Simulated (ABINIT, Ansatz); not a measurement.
# SiPbSe3 (Pm-3m): zone-centre phonons, part 2 of 4

Which modes does SiPbSe3 (Pm-3m) have at the zone centre?

ABINIT 10.8.3; DFT LDA, scalar-relativistic, plane waves, HGH norm-conserving pseudopotentials.

So far. Step 2 (Relaxing the cell and atoms): The volume changes by -0.4 % from the cell with which this run began. Step 3 (Ground state): The cell stands at -1.1 GPa: the relaxation ran with a smoothed and higher cutoff, and the difference is a stress of the finite basis. The relaxed cell has a = 4.812 Å (conventional setting).

The structure was built from a prototype and need not be the compound's stable phase.

## Step 4: Zone-centre response

At q = 0 one unit cell holds all displacements. The response is solved for single atoms along the cell's directions, and symmetry skips those that follow from others. The crystal is treated as a metal, which screens a static field, so no field response is asked.

dfpt_gamma.abi reads:

```

# common to the responses
getwfk_filepath "gso_WFK"
kptopt 2
nqpt 1
qpt 0.0 0.0 0.0
asr 0
chneut 0

# displacements
rfphon 1
rfatpol 1 5
rfdir 1 1 1
tolvrs 1.0d-10
prtwf 0

# basis, mesh and filling
ecut 20.0
ixc 7
ngkpt 6 6 6
nshiftk 1
shiftk 0.0 0.0 0.0
istwfk *1
occopt 6
tsmear 0.01
nband 20
nstep 100
diemac 1000000.0
prtebands 0
prtgsr 0

# cell and atoms
acell 3*1.0 Angstrom
rprim 
    4.812230226 0.0 0.0
    0.0 4.812230226 0.0
    0.0 0.0 4.812230226
ntypat 3
znucl 82 14 34
natom 5
typat 1 2 3 3 3
xred 
    0.0 0.0 0.0
    0.5 0.5 0.5
    0.5 0.5 0.0
    0.5 0.0 0.5
    0.0 0.5 0.5
pp_dirpath "./pseudo"
pseudos "Pb.hgh, Si.hgh, Se.hgh"
```

Command:

```console
OMP_NUM_THREADS=1 mpirun -n 4 abinit dfpt_gamma.abi > dfpt_gamma.log
```

Numbers of over 12 decimals in the logs are rounded to 6 here.

dfpt_gamma.abo, the main output file:

```text
[banners, grids, parts of the stress and lines that vanish by symmetry left out]
- input  file    -> dfpt_gamma.abi
- output file    -> dfpt_gamma.abo
- root for input  files -> dfpt_gammai
- root for output files -> dfpt_gammao

 Symmetries : space group Pm -3 m (#221); Bravais cP (primitive cubic)
================================================================================
 Values of the parameters that define the memory need of the present run (RF).
     intxc =       0      iscf =       7    lmnmax =       6     lnmax =       6
     mgfft =      40  mpssoang =       3    mqgrid =    3001     natom =       5
  nloc_mem =       1    nspden =       1   nspinor =       1    nsppol =       1
      nsym =      48    n1xccc =       0    ntypat =       3    occopt =       6
   xclevel =       1
-    mband =          20        mffmem =           1         mkmem =          28
-   mkqmem =          28        mk1mem =          28           mpw =        3235
      nfft =       64000          nkpt =         112
- my_mband =          20
================================================================================
================================================================================

--------------------------------------------------------------------------------
------------- Echo of variables that govern the present computation ------------
--------------------------------------------------------------------------------
-
- outvars: echo of selected default values
-   iomode0 =  0 , fftalg0 =312 , wfoptalg0 =  0
-
- outvars: echo of global parameters not present in the input file
-  max_nthreads =    1
-
 -outvars: echo values of preprocessed input variables
 [... echo left out ...]
================================================================================

 chkinp: Checking input parameters for consistency.

[...]
== DATASET  1 ==================================================================
-   mpi_nproc: 4, omp_nthreads: 1 (-1 if OMP is not activated)

--- !DatasetInfo
iteration_state: {dtset: 1, }
dimensions: {natom: 5, nkpt: 112, mband: 20, nsppol: 1, nspinor: 1, nspden: 1, mpw: 3235, }
cutoff_energies: {ecut:  20.0, pawecutdg:  -1.0, }
electrons: {nelect:   2.60000000E+01, charge:   0.00000000E+00, occopt:   6.00000000E+00, tsmear:   1.00000000E-02, }
meta: {optdriver: 1, rfphon: 1, }
...

 mkfilename: getwfk from: gso_WFK

 Exchange-correlation functional for the present dataset will be:
  LDA: Perdew-Wang 92 LSD fit to Ceperley-Alder data - ixc=7
 Citation for XC functional:
  J.P.Perdew and Y.Wang, PRB 45, 13244 (1992)

 Real(R)+Recip(G) space primitive vectors, cartesian coordinates (Bohr,Bohr^-1):
 R(1)=  9.0937972  0.0000000  0.0000000  G(1)=  0.1099651  0.0000000  0.0000000
 R(2)=  0.0000000  9.0937972  0.0000000  G(2)=  0.0000000  0.1099651  0.0000000
 R(3)=  0.0000000  0.0000000  9.0937972  G(3)=  0.0000000  0.0000000  0.1099651
 Unit cell volume ucvol=  7.5203108E+02 bohr^3
 Angles (23,13,12)=  9.00000000E+01  9.00000000E+01  9.00000000E+01 degrees
 setup1 : take into account q-point for computing boxcut.

 getcut: wavevector=  0.0000  0.0000  0.0000  ngfft=  40  40  40
         ecut(hartree)=     20.000   => boxcut(ratio)=   2.18492

--- Pseudopotential description ------------------------------------------------
- pspini: atom type   1  psp file is ./pseudo/Pb.hgh

- pspini: atom type   2  psp file is ./pseudo/Si.hgh

- pspini: atom type   3  psp file is ./pseudo/Se.hgh

   9.57223292E+02                                ecore*ucvol(ha*bohr**3)
--------------------------------------------------------------------------------

 ==>  initialize data related to q vector <==

 The list of irreducible perturbations for this q vector is:
    1)    idir= 1    ipert=   1
    2)    idir= 1    ipert=   2
    3)    idir= 1    ipert=   3
    4)    idir= 3    ipert=   3

[...]
The perturbation idir=   2  ipert=   1 is
 symmetric of a previously calculated perturbation.
 So, its SCF calculation is not needed.

 The perturbation idir=   3  ipert=   1 is
 symmetric of a previously calculated perturbation.
 So, its SCF calculation is not needed.

 The perturbation idir=   2  ipert=   2 is
 symmetric of a previously calculated perturbation.
 So, its SCF calculation is not needed.

 The perturbation idir=   3  ipert=   2 is
 symmetric of a previously calculated perturbation.
 So, its SCF calculation is not needed.

[...]
The perturbation idir=   2  ipert=   5 is
 symmetric of a previously calculated perturbation.
 So, its SCF calculation is not needed.

 The perturbation idir=   3  ipert=   5 is
 symmetric of a previously calculated perturbation.
 So, its SCF calculation is not needed.

--------------------------------------------------------------------------------
 Perturbation wavevector (in red.coord.)   0.000000  0.000000  0.000000
 Perturbation : displacement of atom   1   along direction   1
 Found     8 symmetries that leave the perturbation invariant.

[...]
dfpt_looppert : total number of electrons, from k and k+q
  fully or partially occupied states are    2.600000E+01 and    2.600000E+01.
 Initialisation of the first-order wave-functions :
  ireadwf=   0

--- !BeginCycle
iteration_state: {dtset: 1, }
solver: {iscf: 7, nstep: 100, nline: 4, wfoptalg: 0, }
tolerances: {tolvrs: 1.00E-10, }
...

     iter   2DEtotal(Ha)        deltaE(Ha) residm    vres2
-ETOT  1   31.855146957855     -4.151E+01 3.538E+00 9.970E+04
 ETOT  2 -0.887588     -3.274E+01 3.943E-01 9.617E+02
 ETOT  3  -1.348168     -4.606E-01 5.645E-03 2.110E+02
 ETOT  4  -1.414668     -6.650E-02 3.840E-03 7.332E-01
 ETOT  5  -1.414894     -2.259E-04 4.040E-05 4.859E-03
[...]
At SCF step   10       vres2   =  3.35E-11 < tolvrs=  1.00E-10 =>converged.
[...]
Mean square residual over all n,k,spin=   69.285E-14; max=  49.771E-11

 Thirteen components of 2nd-order total energy (hartree) are
 1,2,3: 0th-order hamiltonian combined with 1st-order wavefunctions
     kin0=   7.51058527E+01 eigvalue=   2.40615234E-01  local=  -3.48595766E+01
 4,5,6: 1st-order hamiltonian combined with 1st and 0th-order wfs
 loc psp =  -3.88332019E+01  Hartree=   1.71184426E+01     xc=  -8.67104708E+00
 note that "loc psp" includes a xc core correction that could be resolved
 7,8,9: eventually, occupation + non-local contributions
    edocc=   1.02323683E+01     enl0=   1.56167341E+01   enl1=  -1.10733576E+02
 1-9 gives the relaxation energy (to be shifted if some occ is /=2.0)
   erelax=  -7.47833891E+01
 10,11,12 Non-relaxation  contributions : frozen-wavefunctions and Ewald
 fr.local=  -1.92267906E+01 fr.nonlo=   5.20606706E+01  Ewald=   4.05346117E+01
 13,14 Frozen wf xc core corrections (1) and (2)
 frxc 1  =   0.00000000E+00  frxc 2 =   0.00000000E+00
 Resulting in :
 2DEtotal=   -0.1414897383E+01 Ha. Also 2DEtotal=   -0.385013191951E+02 eV
    (2DErelax=   -7.4783389135E+01 Ha. 2DEnonrelax=    7.3368491752E+01 Ha)
    (  non-var. 2DEtotal :   -1.4148974371E+00 Ha)

[...]
Perturbation wavevector (in red.coord.)   0.000000  0.000000  0.000000
 Perturbation : displacement of atom   2   along direction   1
 Found     8 symmetries that leave the perturbation invariant.

[...]
dfpt_looppert : total number of electrons, from k and k+q
  fully or partially occupied states are    2.600000E+01 and    2.600000E+01.
 Initialisation of the first-order wave-functions :
  ireadwf=   0

--- !BeginCycle
iteration_state: {dtset: 1, }
solver: {iscf: 7, nstep: 100, nline: 4, wfoptalg: 0, }
tolerances: {tolvrs: 1.00E-10, }
...

     iter   2DEtotal(Ha)        deltaE(Ha) residm    vres2
-ETOT  1   118.45971808502     -1.641E+01 8.654E-01 2.906E+05
[...]
At SCF step   11       vres2   =  6.34E-11 < tolvrs=  1.00E-10 =>converged.
[...]
Mean square residual over all n,k,spin=   10.951E-17; max=  21.803E-15

 Thirteen components of 2nd-order total energy (hartree) are
 1,2,3: 0th-order hamiltonian combined with 1st-order wavefunctions
     kin0=   1.46883660E+02 eigvalue=  -9.29722486E-01  local=  -1.32528415E+02
 4,5,6: 1st-order hamiltonian combined with 1st and 0th-order wfs
 loc psp =   4.46897869E+01  Hartree=   3.66435926E+01     xc=  -1.15295699E+01
 note that "loc psp" includes a xc core correction that could be resolved
 7,8,9: eventually, occupation + non-local contributions
    edocc=   9.97332091E+00     enl0=   8.48369736E+01   enl1=  -3.11389466E+02
 1-9 gives the relaxation energy (to be shifted if some occ is /=2.0)
   erelax=  -1.33349839E+02
 10,11,12 Non-relaxation  contributions : frozen-wavefunctions and Ewald
 fr.local=  -7.28747292E+01 fr.nonlo=   1.67211248E+02  Ewald=   4.05346117E+01
 13,14 Frozen wf xc core corrections (1) and (2)
 frxc 1  =   0.00000000E+00  frxc 2 =   0.00000000E+00
 Resulting in :
 2DEtotal=    0.1521290638E+01 Ha. Also 2DEtotal=    0.413964271322E+02 eV
    (2DErelax=   -1.3334983947E+02 Ha. 2DEnonrelax=    1.3487113011E+02 Ha)
    (  non-var. 2DEtotal :    1.5212905977E+00 Ha)

[...]
Perturbation wavevector (in red.coord.)   0.000000  0.000000  0.000000
 Perturbation : displacement of atom   3   along direction   1
 Found     4 symmetries that leave the perturbation invariant.

[...]
dfpt_looppert : total number of electrons, from k and k+q
  fully or partially occupied states are    2.600000E+01 and    2.600000E+01.
 Initialisation of the first-order wave-functions :
  ireadwf=   0

--- !BeginCycle
iteration_state: {dtset: 1, }
solver: {iscf: 7, nstep: 100, nline: 4, wfoptalg: 0, }
tolerances: {tolvrs: 1.00E-10, }
...

     iter   2DEtotal(Ha)        deltaE(Ha) residm    vres2
-ETOT  1   266.76093195134     -2.177E+02 6.289E+00 6.877E+05
[...]
At SCF step   12       vres2   =  3.04E-12 < tolvrs=  1.00E-10 =>converged.
[...]
Mean square residual over all n,k,spin=   29.322E-18; max=  60.934E-16

 Thirteen components of 2nd-order total energy (hartree) are
 1,2,3: 0th-order hamiltonian combined with 1st-order wavefunctions
     kin0=   4.78461963E+02 eigvalue=  -8.08864071E+00  local=  -2.71690237E+02
 4,5,6: 1st-order hamiltonian combined with 1st and 0th-order wfs
 loc psp =  -2.38212279E+02  Hartree=   1.24628346E+02     xc=  -4.41567517E+01
 note that "loc psp" includes a xc core correction that could be resolved
 7,8,9: eventually, occupation + non-local contributions
    edocc=   1.88254555E+01     enl0=   1.87684118E+02   enl1=  -7.33116227E+02
 1-9 gives the relaxation energy (to be shifted if some occ is /=2.0)
   erelax=  -4.85664253E+02
 10,11,12 Non-relaxation  contributions : frozen-wavefunctions and Ewald
 fr.local=   1.02768100E+02 fr.nonlo=   3.71854593E+02  Ewald=   9.85990175E+00
 13,14 Frozen wf xc core corrections (1) and (2)
 frxc 1  =   0.00000000E+00  frxc 2 =   0.00000000E+00
 Resulting in :
 2DEtotal=   -0.1181658792E+01 Ha. Also 2DEtotal=   -0.321545738043E+02 eV
    (2DErelax=   -4.8566425345E+02 Ha. 2DEnonrelax=    4.8448259465E+02 Ha)
    (  non-var. 2DEtotal :   -1.1816587374E+00 Ha)

[...]
Perturbation wavevector (in red.coord.)   0.000000  0.000000  0.000000
 Perturbation : displacement of atom   3   along direction   3
 Found     8 symmetries that leave the perturbation invariant.

--------------------------------------------------------------------------------

--------------------------------------------------------------------------------

 dfpt_looppert : total number of electrons, from k and k+q
  fully or partially occupied states are    2.600000E+01 and    2.600000E+01.
 Initialisation of the first-order wave-functions :
  ireadwf=   0

--- !BeginCycle
iteration_state: {dtset: 1, }
solver: {iscf: 7, nstep: 100, nline: 4, wfoptalg: 0, }
tolerances: {tolvrs: 1.00E-10, }
...

     iter   2DEtotal(Ha)        deltaE(Ha) residm    vres2
-ETOT  1   384.02564798806     -1.096E+02 1.026E+00 9.202E+05
[...]
ETOT 11   5.980331     -2.296E-11 3.580E-14 2.496E-10
 ETOT 12   5.980331      2.728E-12 1.330E-14 1.512E-12

 At SCF step   12       vres2   =  1.51E-12 < tolvrs=  1.00E-10 =>converged.
[...]
Mean square residual over all n,k,spin=   46.326E-18; max=  13.296E-15

 Thirteen components of 2nd-order total energy (hartree) are
 1,2,3: 0th-order hamiltonian combined with 1st-order wavefunctions
     kin0=   4.54822852E+02 eigvalue=  -1.19240776E+00  local=  -2.50787007E+02
 4,5,6: 1st-order hamiltonian combined with 1st and 0th-order wfs
 loc psp =  -2.43006325E+02  Hartree=   1.32889264E+02     xc=  -4.28192484E+01
 note that "loc psp" includes a xc core correction that could be resolved
 7,8,9: eventually, occupation + non-local contributions
    edocc=   3.22866655E+01     enl0=   1.62469125E+02   enl1=  -7.32332162E+02
 1-9 gives the relaxation energy (to be shifted if some occ is /=2.0)
   erelax=  -4.87669244E+02
 10,11,12 Non-relaxation  contributions : frozen-wavefunctions and Ewald
 fr.local=  -1.39912585E+01 fr.nonlo=   3.61537225E+02  Ewald=   1.46103608E+02
 13,14 Frozen wf xc core corrections (1) and (2)
 frxc 1  =   0.00000000E+00  frxc 2 =   0.00000000E+00
 Resulting in :
 2DEtotal=    0.5980330587E+01 Ha. Also 2DEtotal=    0.162733085475E+03 eV
    (2DErelax=   -4.8766924382E+02 Ha. 2DEnonrelax=    4.9364957441E+02 Ha)
    (  non-var. 2DEtotal :    5.9803306195E+00 Ha)

[...]
---- first-order wavefunction calculations are completed ----

 ==> Compute Derivative Database <==

 [... matrices left out ...]
  Phonon wavevector (reduced coordinates) :  0.00000  0.00000  0.00000
 Phonon energies in Hartree :
  -4.715388E-04 -4.715388E-04 -4.715388E-04 -3.367034E-04 -3.367034E-04
  -3.367034E-04 -1.905844E-04 -1.905844E-04 -1.905844E-04  1.329950E-05
   1.329950E-05  1.329950E-05  9.948650E-04  9.948650E-04  9.948650E-04
 Phonon frequencies in cm-1    :
- -1.034908E+02 -1.034908E+02 -1.034908E+02 -7.389786E+01 -7.389786E+01
- -7.389786E+01 -4.182844E+01 -4.182844E+01 -4.182844E+01  2.918903E+00
-  2.918903E+00  2.918903E+00  2.183476E+02  2.183476E+02  2.183476E+02

== END DATASET(S) ==============================================================
================================================================================

 -outvars: echo values of variables after computation
            acell      1.8897261259E+00  1.8897261259E+00  1.8897261259E+00 Bohr
           etotal      5.9803305868E+00
            fcart      0.0000000000E+00  0.0000000000E+00  0.0000000000E+00
           strten      0.0000000000E+00  0.0000000000E+00  0.0000000000E+00
================================================================================
```

Wall time 2.3 min (4 MPI ranks of Intel Xeon at 2.70GHz, shared host).

This step gave:

| Quantity | Value |
| --- | --- |
| largest acoustic frequency at the zone centre before the sum rule | 2.92 cm⁻¹ |
| highest optical zone-centre mode (no LO-TO term) | 218.3 cm⁻¹ |
| lowest optical zone-centre mode | -103.5 cm⁻¹ |

The acoustic modes at Γ come out as far as 2.9 cm⁻¹ from zero, where they should vanish, a small numerical error. The lowest optical mode is imaginary, 103i cm⁻¹, an instability at this level and on this k mesh.

(Part 2 of 4 ends here.)

[Host names and launcher messages were left out of these logs when they were recorded.]

[Logs are printed without paths, hosts, clocks, repeated set-up lines and the standing remarks that a program may print on its own settings, such as how far it seeks lower states.]

[Hosts, paths, dates, database ids (printed as entryN), source tags and the programs' standing remarks are cut or masked in the printed files.]
